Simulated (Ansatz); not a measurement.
# Work function of Ag(110): what the settings cost and change, part 2 of 2

Aim: the work function of Ag(110) against thickness and vacuum, with the cost.

Ansatz 0.2.0; plane-wave DFT, PBE, Ansatz PAW.

So far, work function, upper face (eV): step 2 (slab, setting 1 layer) 4.92; step 7 (slab, 6 atoms) 4.19; step 8 (run, 8 atoms) 4.20; step 9 (slab, 10 atoms) 4.20; step 10 (run, 13 atoms) 4.11.

## Step 11: Run, 7 atoms

System of this step: Ag(110). The cell holds 7 atoms: 7 Ag. Cell: a = 4.090 Å, b = 2.892 Å, c = 18.676 Å, α = 90.0°, β = 90.0°, γ = 90.0°. Vacuum lies along c.

File input.yaml:

```yaml
crystal:
  lattice:
    - [4.09, 0.0, 0.0]
    - [0.0, 2.8920667351, 0.0]
    - [0.0, 0.0, 18.6762002052]
  atoms:
    - { symbol: Ag, position: [0.0, 0.0, 0.2677204113] }
    - { symbol: Ag, position: [0.5, 0.5, 0.3451469409] }
    - { symbol: Ag, position: [0.0, 0.0, 0.4225734704] }
    - { symbol: Ag, position: [0.5, 0.5, 0.5] }
    - { symbol: Ag, position: [0.0, 0.0, 0.5774265296] }
    - { symbol: Ag, position: [0.5, 0.5, 0.6548530591] }
    - { symbol: Ag, position: [0.0, 0.0, 0.7322795887] }
kpoints:
  mp_grid: { grid: [10, 14, 1] }
hamiltonian:
  xc: pbe
scf:
  occupations: { method: fermi_dirac, width: 0.1 }
  convergence: { dr2_threshold: 1.0e-09 }
efield:
  axis: 3
  dipole_correction: true
  ramp_position: 0.97
  ramp_width: 0.06
output:
  write_potential: true
  write_density: true
  volumetric_format: npy
```

Run with:

```bash
ansatz run input.yaml --threads 2 --pin off --max-ram 3072MiB --backend cpu --events-out ev --progress --plain --runs-dir out
```

Wall time 1.8 min (2 threads of Arm Neoverse N1, shared host); peak memory 1 GiB; 3.3 min of CPU time.

The work function is 4.112 eV. The program marks this work function as in doubt.

## Step 12: Slab, 7 atoms

The cell differs from the one that the last finished run ended in (c 18.676 → 22.676 Å).

input.yaml, the sections that differ from step 11:

```yaml
crystal:
  lattice:
    - [4.09, 0.0, 0.0]
    - [0.0, 2.8920667351, 0.0]
    - [0.0, 0.0, 22.6762002052]
  atoms:
    - { symbol: Ag, position: [0.0, 0.0, 0.3086936937] }
    - { symbol: Ag, position: [0.5, 0.5, 0.3724624625] }
    - { symbol: Ag, position: [0.0, 0.0, 0.4362312312] }
    - { symbol: Ag, position: [0.5, 0.5, 0.5] }
    - { symbol: Ag, position: [0.0, 0.0, 0.5637687688] }
    - { symbol: Ag, position: [0.5, 0.5, 0.6275375375] }
    - { symbol: Ag, position: [0.0, 0.0, 0.6913063063] }
# kpoints, hamiltonian, scf, efield, output: as in step 11
```

Wall time 2.1 min (2 threads); peak memory 1.2 GiB.

The work function is 4.120 eV, +0.008 eV from the run “7 layers, 10 Å of vacuum”, at 1.2 times its CPU time.

## Step 13: Run, 7 atoms (run 2)

The cell differs from the one that the last finished run ended in (c 22.676 → 34.676 Å).

input.yaml, the sections that differ from step 12:

```yaml
crystal:
  lattice:
    - [4.09, 0.0, 0.0]
    - [0.0, 2.8920667351, 0.0]
    - [0.0, 0.0, 34.6762002052]
  atoms:
    - { symbol: Ag, position: [0.0, 0.0, 0.3748969011] }
    - { symbol: Ag, position: [0.5, 0.5, 0.4165979341] }
    - { symbol: Ag, position: [0.0, 0.0, 0.458298967] }
    - { symbol: Ag, position: [0.5, 0.5, 0.5] }
    - { symbol: Ag, position: [0.0, 0.0, 0.541701033] }
    - { symbol: Ag, position: [0.5, 0.5, 0.5834020659] }
    - { symbol: Ag, position: [0.0, 0.0, 0.6251030989] }
# kpoints, hamiltonian, scf, efield, output: as in step 12
```

Elapsed: 3.6 min, on 2 threads; peak memory 1.7 GiB.

The work function is 4.120 eV, +0.000 eV from the run “7 layers, 14 Å of vacuum”, at 1.7 times its CPU time.

## Step 14: Side by side

Times are for 2 threads of Arm Neoverse N1, shared host. The series side by side:

```
no.                   setting  work function, upper face (eV)     time  memory (GiB)
  1                   1 layer                           4.923     18 s          0.51
  2                  2 layers                           4.082     30 s          0.55
  3                  3 layers                           4.274     47 s          0.67
  4                  4 layers                           4.161     69 s          0.81
  5                  5 layers                           4.183     95 s          0.97
  6                  6 layers                           4.195  2.3 min           1.2
  7                  8 layers                           4.195  3.6 min           1.6
  8                 10 layers                           4.198  5.5 min           2.1
  9                 13 layers                           4.112  9.2 min           3.0
 10  7 layers, 10 Å of vacuum                           4.112  1.8 min           1.0
 11  7 layers, 14 Å of vacuum                           4.120  2.1 min           1.2
 12  7 layers, 26 Å of vacuum                           4.120  3.6 min           1.7
```

## Step 15: A changed input

System of this step: Ag(110) monolayer. The cell holds 1 atom: 1 Ag. Cell: a = 4.090 Å, b = 2.892 Å, c = 18.000 Å, α = 90.0°, β = 90.0°, γ = 90.0°. Vacuum lies along c.

An input spoilt on purpose, to show how the run answers: it repeats the earlier run “1 layer” with efield.amplitude to 5.0, and scf.max_iter set to 50; its output block differs too.

input.yaml, the sections that differ from step 13:

```yaml
crystal:
  lattice:
    - [4.09, 0.0, 0.0]
    - [0.0, 2.8920667351, 0.0]
    - [0.0, 0.0, 18.0]
  atoms:
    - { symbol: Ag, position: [0.5, 0.5, 0.5] }
scf:
  occupations: { method: fermi_dirac, width: 0.1 }
  convergence: { dr2_threshold: 1.0e-09 }
  max_iter: 50
efield:
  axis: 3
  dipole_correction: true
  ramp_position: 0.97
  ramp_width: 0.06
  amplitude: 5.0
# kpoints, hamiltonian, output: as in step 13
```

The job ended after 24 s (2 threads; peak memory 0.49 GiB).

In so strong a field the program warns of density in the ramp of the sawtooth; these numbers are not the system's.

## Step 16: Results

```json
{
  "work function, 1 layer": "4.923 eV",
  "work function, 2 layers": "4.082 eV",
  "work function, 6 layers": "4.195 eV",
  "work function, 13 layers": "4.112 eV"
}
```

In words: The thickest slab gives 4.11 eV, and the settings tried spread the value from 4.08 to 4.92 eV. The 13- and 10-layer slabs differ by 0.05 eV or more, so the series is not shown to have settled. Going from 10 to 26 Å of vacuum moves it by 0.008 eV. The program marks the value as in doubt in “7 layers, 10 Å of vacuum”. The ladder's slabs use the tabulated experimental lattice constant (two decimals; a low-temperature value for the alkali metals). In 1 run of the series (7 layers, 10 Å of vacuum) the program warns that electrons reach the sawtooth's ramp, which makes dipole and work function less sure.

Comparison with the measured values:

```
                                               quantity  measured        13 layers
work function (clean (110) face, a compiled value) (eV)       4.1  4.11 (+0.01 eV)
```

Measured values from arxiv:1902.07811 (2019).

**Verdict.** The work function is off by +0.01 eV: good agreement. The grades are ours: good and fair within 3 and 7 % for the work function. No cell relaxation is part of this session.

[Logs are printed without paths, hosts, clocks, repeated set-up lines and the standing remarks that a program may print on its own settings, such as how far it seeks lower states.]

[Hosts, paths, dates, database ids (printed as entryN), source tags and the programs' standing remarks are cut or masked in the printed files.]

[Maps of the electrostatic potential energy from Ansatz leave out the sawtooth potential of an applied field or a dipole correction, so their vacuum need not be flat; planar profiles and work functions include it.]
